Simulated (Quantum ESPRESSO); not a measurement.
**Magnetic state of LaCrAsO from several starts**

Aim: find out which collinear order of LaCrAsO costs least.

Calculated with Quantum ESPRESSO 7.5; LDA; plane waves with GBRV 1.5 LDA potentials, no spin-orbit coupling.

## 1. Set-up

Symmetry: P4/nmm, No. 129, tetragonal system. Conventional cell: a = 4.041 Å, b = 4.041 Å, c = 8.986 Å, α = 90.00°, β = 90.00°, γ = 90.00°. Nearest to La lie 4 O at 2.36 Å. Nearest to Cr lie 4 As at 2.49 Å. As has 4 Cr at 2.49 Å nearest. Nearest to O lie 4 La at 2.36 Å. Farther neighbours and most contacts between anions are not listed.

The cell comes from the Crystallography Open Database.

## 2. Run 1, typed as ferro ++

The signs are those of the starting moments on the seeded atoms, the atoms that are given a moment.

Input file pw.in:

```
&CONTROL
  calculation = 'scf'
  prefix = 'pwscf'
  outdir = './tmp'
  pseudo_dir = './pseudo'
  disk_io = 'nowf'
/
&SYSTEM
  ibrav = 0
  celldm(1) = 8
  nat = 8
  ntyp = 4
  ecutwfc = 40
  ecutrho = 280
  nbnd = 51
  occupations = 'smearing'
  smearing = 'fd'
  degauss = 0.00734986
  nspin = 2
  starting_magnetization(1) = 0
  starting_magnetization(2) = 0.1786
  starting_magnetization(3) = 0
  starting_magnetization(4) = 0
/
&ELECTRONS
  conv_thr = 1.6d-08
  electron_maxstep = 150
  mixing_beta = 0.3
/
ATOMIC_SPECIES
La    138.9055 la_lda_v1.uspp.F.UPF
Cr     51.9961 cr_lda_v1.5.uspp.F.UPF
As     74.9216 as_lda_v1.uspp.F.UPF
O      15.9990 o_lda_v1.2.uspp.F.UPF
CELL_PARAMETERS alat
   0.9545951518547    0.0000000000000    0.0000000000000
   0.0000000000000    0.9545951518547    0.0000000000000
   0.0000000000000    0.0000000000000    2.1227057342156
ATOMIC_POSITIONS crystal
La      0.5000000000    0.0000000000    0.1365000000
La      0.0000000000    0.5000000000    0.8635000000
Cr      0.0000000000    0.0000000000    0.5000000000
Cr      0.5000000000    0.5000000000    0.5000000000
As      0.5000000000    0.0000000000    0.6625000000
As      0.0000000000    0.5000000000    0.3375000000
O       0.0000000000    0.0000000000    0.0000000000
O       0.5000000000    0.5000000000    0.0000000000
K_POINTS automatic
6 6 6 0 0 0
```

On the command line:

```console
$ OMP_NUM_THREADS=1 mpirun -n 4 pw.x -nk 4 -in pw.in > pw.out
```

The log of the run:

```text
Program PWSCF v.7.5 starts

     Message from routine setup:
     using ibrav=0 with symmetry is DISCOURAGED, use correct ibrav instead

     K-points division:     npool     =       4
     Subspace diagonalization in iterative solution of the eigenvalue problem:

     G-vector sticks info
     --------------------
     sticks:   dense  smooth     PW     G-vecs:    dense   smooth      PW
     Sum        1305     749    221                78387    33913    5601

     Using Slab Decomposition

     bravais-lattice index     =            0
     lattice parameter (alat)  =       8.0000  a.u.
     unit-cell volume          =     990.3717 (a.u.)^3
     number of atoms/cell      =            8
     number of atomic types    =            4
     number of electrons       =        72.00
     number of Kohn-Sham states=           51
     kinetic-energy cutoff     =      40.0000  Ry
     charge density cutoff     =     280.0000  Ry
     scf convergence threshold =      1.6E-08
     mixing beta               =       0.3000
     number of iterations used =            8  plain     mixing
     Exchange-correlation= SLA  PZ   NOGX NOGC
                           (   1   1   0   0   0   0   0)

     celldm(1)=   8.000000  celldm(2)=   0.000000  celldm(3)=   0.000000
     celldm(4)=   0.000000  celldm(5)=   0.000000  celldm(6)=   0.000000

     crystal axes: (cart. coord. in units of alat)
               a(1) = (   0.954595   0.000000   0.000000 )
               a(2) = (   0.000000   0.954595   0.000000 )
               a(3) = (   0.000000   0.000000   2.122706 )

     reciprocal axes: (cart. coord. in units 2 pi/alat)
               b(1) = (  1.047565  0.000000  0.000000 )
               b(2) = (  0.000000  1.047565  0.000000 )
               b(3) = (  0.000000  0.000000  0.471097 )

     PseudoPot. # 1 for La read from file:
     la_lda_v1.uspp.F.UPF
     Pseudo is Ultrasoft + core correction, Zval = 11.0
     Generated by new atomic code, or converted to UPF format
     Using radial grid of  995 points,  8 beta functions with:
                l(1) =   0
                l(2) =   0
                l(3) =   1
                l(4) =   1
                l(5) =   2
                l(6) =   2
                l(7) =   3
                l(8) =   3
     Q(r) pseudized with  8 coefficients,  rinner =    1.700   1.700   1.700
                                                       1.700   1.700   1.700
                                                       1.700

     PseudoPot. # 2 for Cr read from file:
     cr_lda_v1.5.uspp.F.UPF
     Pseudo is Ultrasoft + core correction, Zval = 14.0
     Generated by new atomic code, or converted to UPF format
     Using radial grid of  857 points,  6 beta functions with:
                l(1) =   0
                l(2) =   0
                l(3) =   1
                l(4) =   1
                l(5) =   2
                l(6) =   2
     Q(r) pseudized with  8 coefficients,  rinner =    0.950   0.950   0.950
                                                       0.950   0.950

     PseudoPot. # 3 for As read from file:
     as_lda_v1.uspp.F.UPF
     Pseudo is Ultrasoft + core correction, Zval =  5.0
     Generated by new atomic code, or converted to UPF format
     Using radial grid of  875 points,  6 beta functions with:
                l(1) =   0
                l(2) =   0
                l(3) =   1
                l(4) =   1
                l(5) =   2
                l(6) =   2
     Q(r) pseudized with  8 coefficients,  rinner =    1.300   1.300   1.300
                                                       1.300   1.300

     PseudoPot. # 4 for O  read from file:
     o_lda_v1.2.uspp.F.UPF
     Pseudo is Ultrasoft + core correction, Zval =  6.0
     Generated by new atomic code, or converted to UPF format
     Using radial grid of  737 points,  5 beta functions with:
                l(1) =   0
                l(2) =   0
                l(3) =   1
                l(4) =   1
                l(5) =   2
     Q(r) pseudized with  8 coefficients,  rinner =    0.900   0.900   0.900
                                                       0.900   0.900

     atomic species   valence    mass     pseudopotential
     La               11.00   138.90550     La( 1.00)
     Cr               14.00    51.99610     Cr( 1.00)
     As                5.00    74.92160     As( 1.00)
     O                 6.00    15.99900     O ( 1.00)

     Starting magnetic structure
     atomic species   magnetization
     La              0.000
     Cr              0.179
     As              0.000
     O               0.000

     16 Sym. Ops., with inversion, found ( 8 have fractional translation)

   Cartesian axes

     site n.     atom                  positions (alat units)
         1        La     tau(   1) = (   0.4772976   0.0000000   0.2897493  )
         2        La     tau(   2) = (   0.0000000   0.4772976   1.8329564  )
         3        Cr     tau(   3) = (   0.0000000   0.0000000   1.0613529  )
         4        Cr     tau(   4) = (   0.4772976   0.4772976   1.0613529  )
         5        As     tau(   5) = (   0.4772976   0.0000000   1.4062925  )
         6        As     tau(   6) = (   0.0000000   0.4772976   0.7164132  )
         7        O      tau(   7) = (   0.0000000   0.0000000   0.0000000  )
         8        O      tau(   8) = (   0.4772976   0.4772976   0.0000000  )

     number of k points=    40  Fermi-Dirac smearing, width (Ry)=  0.0073
                       cart. coord. in units 2pi/alat
        k(    1) = (   0.0000000   0.0000000   0.0000000), wk =   0.0046296
        k(    2) = (   0.0000000   0.0000000   0.0785161), wk =   0.0092593
        k(    3) = (   0.0000000   0.0000000   0.1570323), wk =   0.0092593
        k(    4) = (   0.0000000   0.0000000  -0.2355484), wk =   0.0046296
        k(    5) = (   0.0000000   0.1745941   0.0000000), wk =   0.0185185
        [... 35 further k-points ...]

     Dense  grid:    78387 G-vectors     FFT dimensions: (  48,  48,  96)

     Smooth grid:    33913 G-vectors     FFT dimensions: (  32,  32,  72)

     Check: negative core charge=   -0.000002
     Generating pointlists ...
     new r_m :   0.2303 (alat units)  1.8426 (a.u.) for type    1
     new r_m :   0.2429 (alat units)  1.9434 (a.u.) for type    2
     new r_m :   0.2429 (alat units)  1.9434 (a.u.) for type    3
     new r_m :   0.2303 (alat units)  1.8426 (a.u.) for type    4

     Initial potential from superposition of free atoms

     starting charge      69.9423, renormalised to      72.0000

     negative rho (up, down):  8.694E-02 8.656E-02
     Starting wfcs are   76 randomized atomic wfcs

     Self-consistent Calculation

     iteration #  1     ecut=    40.00 Ry     beta= 0.30
     Davidson diagonalization with overlap
     ethr =  1.00E-02,  avg # of iterations =  5.2

     negative rho (up, down):  8.352E-02 8.355E-02

     total energy              =    -662.94308133 Ry
     estimated scf accuracy    <      80.24904603 Ry

     total magnetization       =     1.58 Bohr mag/cell
     absolute magnetization    =     1.97 Bohr mag/cell

     iteration #  2     ecut=    40.00 Ry     beta= 0.30
     Davidson diagonalization with overlap
     ethr =  1.00E-02,  avg # of iterations =  8.2

     negative rho (up, down):  3.430E-04 3.656E-04

     total energy              =    -666.73086088 Ry
     estimated scf accuracy    <     612.73374526 Ry

     total magnetization       =     4.83 Bohr mag/cell
     absolute magnetization    =     5.31 Bohr mag/cell

     iteration #  3     ecut=    40.00 Ry     beta= 0.30
     Davidson diagonalization with overlap
     ethr =  1.00E-02,  avg # of iterations =  6.6

     negative rho (up, down):  1.207E-02 1.131E-02

     total energy              =    -700.02642179 Ry
     estimated scf accuracy    <      51.47688866 Ry

     total magnetization       =     0.52 Bohr mag/cell
     absolute magnetization    =     0.57 Bohr mag/cell

     [... further iterations left out ...]

     iteration # 22     ecut=    40.00 Ry     beta= 0.30
     Davidson diagonalization with overlap
     ethr =  1.45E-10,  avg # of iterations =  4.5

     negative rho (up, down):  6.086E-02 6.355E-02

     total energy              =    -700.31316086 Ry
     estimated scf accuracy    <       0.00000015 Ry

     total magnetization       =     4.03 Bohr mag/cell
     absolute magnetization    =     4.49 Bohr mag/cell

     iteration # 23     ecut=    40.00 Ry     beta= 0.30
     Davidson diagonalization with overlap
     ethr =  1.45E-10,  avg # of iterations =  2.1

     negative rho (up, down):  6.085E-02 6.354E-02

     total energy              =    -700.31316085 Ry
     estimated scf accuracy    <       0.00000004 Ry

     total magnetization       =     4.03 Bohr mag/cell
     absolute magnetization    =     4.49 Bohr mag/cell

     iteration # 24     ecut=    40.00 Ry     beta= 0.30
     Davidson diagonalization with overlap
     ethr =  5.07E-11,  avg # of iterations =  4.1

     negative rho (up, down):  6.085E-02 6.354E-02

     total energy              =    -700.31316086 Ry
     estimated scf accuracy    <       0.00000002 Ry

     total magnetization       =     4.03 Bohr mag/cell
     absolute magnetization    =     4.49 Bohr mag/cell

     iteration # 25     ecut=    40.00 Ry     beta= 0.30
     Davidson diagonalization with overlap
     ethr =  3.08E-11,  avg # of iterations =  2.5

     negative rho (up, down):  6.086E-02 6.354E-02

     Magnetic moment per site  (integrated on atomic sphere of radius R)
     atom   1 (R=0.230)  charge=  6.1656  magn= -0.0047
     atom   2 (R=0.230)  charge=  6.1656  magn= -0.0047
     atom   3 (R=0.243)  charge= 12.1337  magn=  1.8847
     atom   4 (R=0.243)  charge= 12.1337  magn=  1.8847
     atom   5 (R=0.243)  charge=  2.8767  magn= -0.0584
     atom   6 (R=0.243)  charge=  2.8767  magn= -0.0584
     atom   7 (R=0.230)  charge=  6.2524  magn= -0.0003
     atom   8 (R=0.230)  charge=  6.2524  magn= -0.0003

     End of self-consistent calculation

     [... lines left out ...]
     the Fermi energy is    11.3034 ev

!    total energy              =    -700.31316087 Ry
     estimated scf accuracy    <          2.3E-09 Ry
     smearing contrib. (-TS)   =      -0.01066136 Ry
     internal energy E=F+TS    =    -700.30249951 Ry

     The total energy is F=E-TS. E is the sum of the following terms:
     one-electron contribution =    -268.81539961 Ry
     hartree contribution      =     169.49288529 Ry
     xc contribution           =    -219.12902693 Ry
     ewald contribution        =    -381.85095826 Ry

     total magnetization       =     4.03 Bohr mag/cell
     absolute magnetization    =     4.49 Bohr mag/cell

     convergence has been achieved in  25 iterations

=------------------------------------------------------------------------------=
   JOB DONE.
=------------------------------------------------------------------------------=
```

Run time: 4.6 min. Hardware: 4 MPI ranks of Arm Neoverse V1, shared host; peak memory 1.5 GiB.

Spin moment in the atom's sphere by atom:

| atom | spin moment in the atom's sphere (μB) |
| --- | --- |
| La1 | 0.00 |
| La2 | 0.00 |
| Cr3 | 1.88 |
| Cr4 | 1.88 |
| As5 | -0.06 |
| As6 | -0.06 |
| O7 | 0.00 |
| O8 | 0.00 |

Read from the output:

* smearing term TS: 0.1451 eV
* magnetization: 4.032 μB
* absolute magnetization: 4.494 μB
* final state: ferromagnetic

Spin density in the ac plane at fractional y = 0.000, with atoms of La and Cr and As and O within 0.2 Å of it.

Ten even steps from '_' (0.0 e/Å³) to '@' (2.4 e/Å³), each cell a mean:
```
____________________________
____________________________
____________________________
____________________________
____________________________
____________________________
____________________________
____________________________
____________________________
..________________________..
++--..__________________..==
@@##::________________..==@@
@@++..________________..--##
::..____________________..::
____________________________
____________________________
____________________________
____________________________
____________________________
____________________________
____________________________
____________________________
____________________________
____________________________
```
Columns run along a (4.0 Å), rows up along c (9.0 Å). Atoms in or near the plane, at fractional coordinates: La at (0.50, 0.14), Cr at (0.00, 0.50), As at (0.50, 0.66), O at (0.00, 0.00).

Valence density in the ac plane at fractional y = 0.000, with atoms of La and Cr and As and O within 0.2 Å of it. It is the smooth field of the valence electrons, not physical close to the nuclei.

Values in e/Å³, 24 rows by 14 columns, each cell a mean:
```
 6  4  1  0  0  0  0  0  0  0  0  1  2  5
 2  1  0  0  0  0  0  0  0  0  0  0  1  1
 0  0  0  0  0  0  0  0  0  0  0  0  0  0
 0  0  0  0  0  0  0  0  0  0  0  0  0  0
 0  0  0  0  0  0  0  0  0  0  0  0  0  0
 0  0  0  0  0  0  1  1  0  0  0  0  0  0
 0  0  0  0  0  1  0  0  0  1  0  0  0  0
 0  0  0  0  1  0  1  2  0  0  0  0  0  0
 0  0  0  0  1  0  0  1  0  1  1  0  0  0
 1  1  0  0  1  1  0  0  1  1  0  0  0  1
 9  5  1  0  0  0  0  0  0  0  0  1  2  6
 8 12  3  1  0  0  0  0  0  0  0  1  6 13
13  9  2  0  0  0  0  0  0  0  0  1  5 12
 3  2  1  0  0  0  0  0  0  0  0  0  1  2
 0  0  0  0  0  0  0  0  0  0  0  0  0  0
 0  0  0  0  0  0  0  0  0  0  0  0  0  0
 0  0  0  0  0  0  0  0  0  0  0  0  0  0
 0  0  0  0  0  0  0  1  0  0  0  0  0  0
 0  0  0  0  1  1  2  2  1  1  0  0  0  0
 0  0  0  0  1  2  1  1  1  2  1  0  0  0
 0  0  0  1  1  1  0 -1  0  2  1  0  0  0
 1  1  0  1  1  2  1  1  1  2  1  0  0  1
 3  2  1  0  1  1  2  2  1  1  1  1  1  3
 7  5  2  1  0  0  0  0  0  0  0  1  3  6
```
Columns run along a (4.0 Å), rows up along c (9.0 Å). Atoms in or near the plane, at fractional coordinates: La at (0.50, 0.14), Cr at (0.00, 0.50), As at (0.50, 0.66), O at (0.00, 0.00).

[end of part 1 of 2]

[Logs and program files are shortened in this print: banners, set-up blocks, solver, clock and traceback lines can be left out without a mark of their own.]

[Logs are printed without paths, hosts, clocks, repeated set-up lines and the standing remarks that a program may print on its own settings, such as how far it seeks lower states.]

[Hosts, paths, dates, database ids (printed as entryN), source tags and the programs' standing remarks are cut or masked in the printed files.]

[Where a cell is said to come from a database of computed structures, the database is the Materials Project.]
